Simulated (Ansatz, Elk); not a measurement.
# How far do independent atoms describe BaScSnH?

The structure of BaScSnH used here is made up (a known structure type with other elements) and was relaxed beforehand with PBEsol. The aim is the Fourier transform of its all-electron density, F(hkl), set beside the sum over free spherical atoms that refinements use.

Program: Elk 11.2.3 (patched build). Level of theory: DFT, PBE, all-electron APW+lo, Dirac cores, scalar-relativistic bands, static density, no spin. Results are calculated unless marked as measured.

The structure was built from a prototype and need not be the compound's stable phase.

## Step 1: The structure

It takes space group P-6m2 (No. 187, hexagonal). Conventional cell: a = 4.970 Å, b = 4.970 Å, c = 4.542 Å, α = 90.00°, β = 90.00°, γ = 120.00°. Nearest to Ba lie 3 H at 2.87 Å. Nearest to Sn lie 3 Sc at 2.87 Å. Nearest to Sc lie 2 H at 2.27 Å and 3 Sn at 2.87 Å. Nearest to H lie 2 Sc at 2.27 Å and 3 Ba at 2.87 Å. Farther neighbours are not listed.

As a file:

```cif
data_structure
_symmetry_space_group_name_H-M 'P-6m2'
_symmetry_Int_Tables_number 187
_cell_length_a 4.9700
_cell_length_b 4.9700
_cell_length_c 4.5420
_cell_angle_alpha 90.000
_cell_angle_beta 90.000
_cell_angle_gamma 120.000
_cell_volume 97.16
loop_
_atom_site_label
_atom_site_type_symbol
_atom_site_symmetry_multiplicity
_atom_site_Wyckoff_symbol
_atom_site_fract_x
_atom_site_fract_y
_atom_site_fract_z
_atom_site_occupancy
Ba1 Ba 1 b 0.00000 0.00000 0.50000 1
Sn1 Sn 1 c 0.33333 0.66667 0.00000 1
Sc1 Sc 1 e 0.66667 0.33333 0.00000 1
H1 H 1 f 0.66667 0.33333 0.50000 1
```

## Step 2: Ground state and structure factors

An all-electron density is needed, since X-rays see the cores too. Task 0 finds the density and task 195 Fourier-transforms it; tshift is off so that phases refer to the origin typed.

Contents of elk.in:

```
tasks
  0
  195

xctype
  20

spinpol
  .false.

rgkmax
  7.0

gmaxvr
  14.0

lmaxo
  7

lmaxapw
  8

swidth
  0.002

tshift
  .false.

ramdisk
  .false.

hmaxvr
  5.5

maxscl
  120

epspot
  1e-06

sppath
  './'

avec
  9.39194313757 -0.00000000000 -0.00000000000
  -4.69597156879 8.13366134804 0.00000000000
  -0.00000000000 -0.00000000000 8.58305419483

atoms
  4
  'Ba.in'
  1
  -0.0000000000 -0.0000000000 0.9628802182   0.000000 0.000000 0.000000
  'Sn.in'
  1
  0.3333333333 0.6666666667 0.4628993151   0.000000 0.000000 0.000000
  'Sc.in'
  1
  0.6666666667 0.3333333333 0.4628852605   0.000000 0.000000 0.000000
  'H.in'
  1
  0.6666666667 0.3333333333 0.9628352063   0.000000 0.000000 0.000000

ngridk
  5 5 5
```

Started as:

```console
OMP_NUM_THREADS=4 elk
```

Numbers of over 12 decimals in the logs are rounded to 6 here.

Output:

```text
┌─────────────────────────┐
│ Elk code version 11.2.3 │
└─────────────────────────┘

All units are atomic (Hartree, Bohr, etc.)

┌─────────────────────────────────────────────────┐
│ Ground-state run starting from atomic densities │
└─────────────────────────────────────────────────┘

Lattice vectors :
   9.391943138      -0.000000000      -0.000000000
  -4.695971569       8.133661348       0.000000000
  -0.000000000      -0.000000000       8.583054195

Reciprocal lattice vectors :
  0.6689973752      0.3862458147       0.000000000
   0.000000000      0.7724916293       0.000000000
   0.000000000       0.000000000      0.7320453960

Unit cell volume      :    655.6671049
Brillouin zone volume :   0.3783173070

Muffin-tin inner radius fraction :   0.1000000000E-01

Nuclei treated as point charges

Species : 1 (Ba)
 parameters loaded from : Ba.in
 name : barium
 nuclear charge    :   -56.00000000
 electronic charge :    56.00000000
 atomic mass :    250331.8071
 muffin-tin radius :    2.800000000
 number of radial points in muffin-tin :   1393
 inner part over the whole radius :   0.9950032293E-02
 number on inner part of muffin-tin    :    996
 approximate nuclear radius :   0.9171481901E-04
 number of mesh points to nuclear radius :    504
 atomic positions (lattice), magnetic fields (Cartesian) :
  1 :   0.00000000  0.00000000  0.96288022    0.00000000  0.00000000  0.00000000

Species : 2 (Sn)
 parameters loaded from : Sn.in
 name : tin
 nuclear charge    :   -50.00000000
 electronic charge :    50.00000000
 atomic mass :    216395.0922
 muffin-tin radius :    2.600000000
 number of radial points in muffin-tin :   1193
 inner part over the whole radius :   0.9914297220E-02
 number on inner part of muffin-tin    :    850
 approximate nuclear radius :   0.8828114845E-04
 number of mesh points to nuclear radius :    428
 atomic positions (lattice), magnetic fields (Cartesian) :
  1 :   0.33333333  0.66666667  0.46289932    0.00000000  0.00000000  0.00000000

Species : 3 (Sc)
 parameters loaded from : Sc.in
 name : scandium
 nuclear charge    :   -21.00000000
 electronic charge :    21.00000000
 atomic mass :    81949.61073
 muffin-tin radius :    2.400000000
 number of radial points in muffin-tin :    993
 inner part over the whole radius :   0.9898716403E-02
 number on inner part of muffin-tin    :    698
 approximate nuclear radius :   0.6711386133E-04
 number of mesh points to nuclear radius :    323
 atomic positions (lattice), magnetic fields (Cartesian) :
  1 :   0.66666667  0.33333333  0.46288526    0.00000000  0.00000000  0.00000000

Species : 4 (H)
 parameters loaded from : H.in
 name : hydrogen
 nuclear charge    :   -1.000000000
 electronic charge :    1.000000000
 atomic mass :    1837.362221
 muffin-tin radius :    1.400000000
 number of radial points in muffin-tin :    393
 inner part over the whole radius :   0.9705542320E-02
 number on inner part of muffin-tin    :    258
 approximate nuclear radius :   0.2766748019E-04
 number of mesh points to nuclear radius :     78
 atomic positions (lattice), magnetic fields (Cartesian) :
  1 :   0.66666667  0.33333333  0.96283521    0.00000000  0.00000000  0.00000000

Total number of atoms per unit cell :    4
Total muffin-tin volume :    234.9743753
 ratio of muffin-tin to unit cell volume :   0.3583745068

Spin treatment :
 spin-unpolarised

Number of Bravais lattice symmetries :   24
Number of crystal symmetries         :    6
Crystal has no inversion symmetry
Complex Hermitian eigensolver will be used

k-point grid :      5     5     5
k-point offset :    0.000000000       0.000000000       0.000000000
k-point set is reduced with full crystal symmetry group
Total number of k-points :       35

Muffin-tin radius times maximum |G+k| :    7.000000000
 using average radius
Maximum |G+k| for APW functions       :    3.043478261
Maximum (1/2)|G+k|²                   :    4.631379962
Maximum |G| for potential and density :    14.00000000
Constant for pseudocharge density :   10
[...]
(states/Hartree/unit cell)

Estimated indirect band gap :   0.7292113010E-02
 from k-point 5 to k-point 26
Estimated direct band gap   :   0.2935084815E-01
 at k-point 8

Charges :
 core                        :    76.00000000
 valence                     :    52.00000000
 interstitial                :    6.216188010
 muffin-tins (core leakage)
  species : 1 (Ba)
   atom 1                    :    53.67275929     (  0.5137927239E-05)
  species : 2 (Sn)
   atom 1                    :    48.39427971     (  0.6885396468E-04)
  species : 3 (Sc)
   atom 1                    :    18.88300962     ( -0.2162869901E-06)
  species : 4 (H)
   atom 1                    :   0.8337633635     (   0.000000000    )
 total in muffin-tins        :    121.7838120
 total calculated charge     :    127.9995940
 total charge                :    128.0000000
 error                       :   0.4060091430E-03

RMS change in Kohn-Sham potential (target) :    34.37353186     (  0.1000000000E-05)
Absolute change in total energy (target)   :    1.197565181     (  0.1000000000E-03)

[... loops 3 to 21 left out ...]

┌──────────────────┐
│ Loop number : 22 │
└──────────────────┘

Energies :
 Fermi                       :     0.241393
 sum of occupied eigenvalues :     -9186.6578875550
 electron kinetic            :      15964.733541607
 core electron kinetic       :      15406.549793185
 Coulomb                     :     -30644.846399851
 Coulomb potential           :     -24625.396025081
 nuclear-nuclear             :     -1376.0192380009
 electron-nuclear            :     -33935.819088598
 Hartree                     :      4666.9919267477
 Madelung                    :     -18332.148387310
 xc potential                :     -525.99540408034
 exchange                    :     -396.55657598148
 correlation                 :     -6.670267
 electron entropic           :    -0.43184414604866E-03
 total energy                :     -15083.340132959

Density of states at Fermi energy :    31.11525573
 (states/Hartree/unit cell)

Estimated indirect band gap :   0.3216471413E-02
 from k-point 15 to k-point 2
Estimated direct band gap   :   0.1912859004E-01
 at k-point 8

Charges :
 core                        :    76.00000000
 valence                     :    52.00000000
 interstitial                :    6.094472600
 muffin-tins (core leakage)
  species : 1 (Ba)
[...]
species : 2 (Sn)
[...]
species : 3 (Sc)
[...]
species : 4 (H)
   atom 1                    :   0.7437213722     (   0.000000000    )
 total in muffin-tins        :    121.9055274
 total calculated charge     :    127.9996302
 total charge                :    128.0000000
 error                       :   0.3697807697E-03

RMS change in Kohn-Sham potential (target) :   0.7364585615E-06 (  0.1000000000E-05)
Absolute change in total energy (target)   :   0.9353461792E-06 (  0.1000000000E-03)

Convergence targets achieved

┌──────────────────┐
│ Loop number : 23 │
└──────────────────┘

Energies :
 Fermi                       :     0.241393
 sum of occupied eigenvalues :     -9186.6578874774
 electron kinetic            :      15964.733541811
 core electron kinetic       :      15406.549793314
 Coulomb                     :     -30644.846399864
 Coulomb potential           :     -24625.396025074
 nuclear-nuclear             :     -1376.0192380009
 electron-nuclear            :     -33935.819088627
 Hartree                     :      4666.9919267633
 Madelung                    :     -18332.148387327
 xc potential                :     -525.99540421426
 exchange                    :     -396.55657598076
 correlation                 :     -6.670267
 electron entropic           :    -0.43184414158247E-03
 total energy                :     -15083.340132767

Density of states at Fermi energy :    31.11525542
 (states/Hartree/unit cell)

Estimated indirect band gap :   0.3216471308E-02
 from k-point 22 to k-point 5
Estimated direct band gap   :   0.1912859028E-01
 at k-point 29

Charges :
 core                        :    76.00000000
 valence                     :    52.00000000
 interstitial                :    6.094472602
 muffin-tins (core leakage)
  species : 1 (Ba)
   atom 1                    :    53.73008831     (  0.5062438468E-05)
  species : 2 (Sn)
   atom 1                    :    48.33982979     (  0.6682566764E-04)
  species : 3 (Sc)
   atom 1                    :    19.09188793     ( -0.2163329480E-06)
  species : 4 (H)
   atom 1                    :   0.7437213725     (   0.000000000    )
 total in muffin-tins        :    121.9055274
 total calculated charge     :    127.9996302
 total charge                :    128.0000000
 error                       :   0.3697807700E-03

┌──────────────────────────────┐
│ Self-consistent loop stopped │
└──────────────────────────────┘

Wrote STATE.OUT
```

Wall time 48 s (4 threads of Arm Neoverse V2, shared host); peak memory 0.2 GiB; 2.5 min of CPU time.

SFACRHO.OUT:

```text

h k l indices transformed by vhmat matrix:
   1.000000000       0.000000000       0.000000000    
   0.000000000       1.000000000       0.000000000    
   0.000000000       0.000000000       1.000000000    

      h      k      l  multipl.   |H|            Re(F)            Im(F)           |F|

      0      0      0      1   0.0000000       128.00000      0.14309112E-16   128.00000    
      0      0     -1      1  0.73204540      -12.234293      -2.8997636       12.573248    
      0      0      1      1  0.73204540      -12.234293       2.8997636       12.573248    
      0     -1      0      3  0.77249163       18.070414       23.285042       29.474278    
     -1      0      0      3  0.77249163       18.070414      -23.285042       29.474278    
      0      1      1      3   1.0642527       79.751488       5.2916227       79.926849    
      0     -1      1      3   1.0642527       68.860187      -40.588769       79.932306    
     -1      1     -1      3   1.0642527       79.751488      -5.2916226       79.926849    
      1     -1     -1      3   1.0642527       68.860187       40.588769       79.932306    
      1     -2      0      6   1.3379948       100.17422     -0.15533258E-07   100.17422    
      0      0     -2      1   1.4640908       87.106905       43.849307       97.521150    
      0      0      2      1   1.4640908       87.106905      -43.849307       97.521150    
     -1      2     -1      6   1.5251624      -9.1816533      -2.1757250       9.4359173    
      1      1      1      6   1.5251624      -9.1816533       2.1757250       9.4359173    
      2     -2      0      3   1.5449833       16.179017       20.336129       25.986895    
      2      0      0      3   1.5449833       16.179017      -20.336129       25.986895    
      1      0      2      3   1.6553867       23.025856       10.907663       25.478759    
      1     -1      2      3   1.6553867       4.9576660      -25.008456       25.495124
```

Elk indexes on the primitive cell of elk.in and gives |H| = 4π sin θ/λ in inverse bohr. Below, one row stands for each form hkl of the conventional cell (m members, Friedel mates merged), F is for one primitive cell and the density is static (no thermal factor). Free-atom factors are Waasmaier and Kirfel's, and R is Σm||F|−|F'||/Σm|F|.

```
hkl   m  sin θ/λ (Å⁻¹)  abs F, DFT  neutral atoms   diff.  abs of complex diff.
001   2          0.110      12.573         12.522  +0.051                 0.051
100   6          0.116      29.474         29.463  +0.011                 0.033
101  12          0.160      79.927         79.887  +0.039                 0.221
110   6          0.201     100.174        100.320  -0.146                 0.146
002   2          0.220      97.521         97.411  +0.110                 0.110
111  12          0.229       9.436          9.797  -0.361                 0.361
200   6          0.232      25.987         26.120  -0.133                 0.354
102  12          0.249      25.479         25.628  -0.150                 0.170
201  12          0.257      69.116         69.308  -0.193                 0.193
112  12          0.298      86.284         86.289  -0.004                 0.004
210  12          0.307      23.927         24.050  -0.123                 0.125
202  12          0.320      23.696         23.720  -0.024                 0.046
211  24          0.327      62.635         62.661  -0.027                 0.028
003   2          0.330       7.767          7.727  +0.040                 0.040
```

## Step 3: The highest occupied states alone

An energy window below the Fermi level keeps the highest occupied states, to see at which angles they scatter; shallow core shells can lie inside it and anion s states outside. No new self-consistency is needed.

Edit elk.in of step 2 so:

```diff
@@ -1,3 +1,2 @@
 tasks
-  0
   195
@@ -40,2 +39,5 @@
 
+wsfac
+  -0.199600 0.541390
+
 sppath
```

Started as:

```console
OMP_NUM_THREADS=4 elk
```

Output:

```text
┌─────────────────────────────────┐
│ Elk code version 11.2.3 started │
└─────────────────────────────────┘

Info(readinput): the functional depends on the density's gradient
 muffin-tin radial points multiplied by    2.00000
 (not where nrmtscf is given)

┌────────────────────┐
│ Current task : 195 │
└────────────────────┘

Info(sfacrho): density structure factors written to SFACRHO.OUT

 Energy window :  -0.1996000000      0.5413900000

┌──────────────────┐
│ Elk code stopped │
└──────────────────┘
```

It took 12 s on 4 threads; peak memory 0.16 GiB.

States within 12 eV below the Fermi level hold 10.00 electrons; any levels below the window count with the cores. Their amplitudes can exceed the total, where window and core parts have opposite phase:

```
hkl  sin θ/λ (Å⁻¹)  abs F, window  abs F, all
001          0.110          1.986      12.573
100          0.116          1.596      29.474
101          0.160          0.949      79.927
110          0.201          0.974     100.174
002          0.220          0.997      97.521
111          0.229          0.514       9.436
200          0.232          0.869      25.987
102          0.249          0.747      25.479
201          0.257          0.191      69.116
112          0.298          0.380      86.284
```

[end of part 1 of 2]

[Logs are printed without paths, hosts, clocks, repeated set-up lines and the standing remarks that a program may print on its own settings, such as how far it seeks lower states.]

[Hosts, paths, dates, database ids (printed as entryN), source tags and the programs' standing remarks are cut or masked in the printed files.]
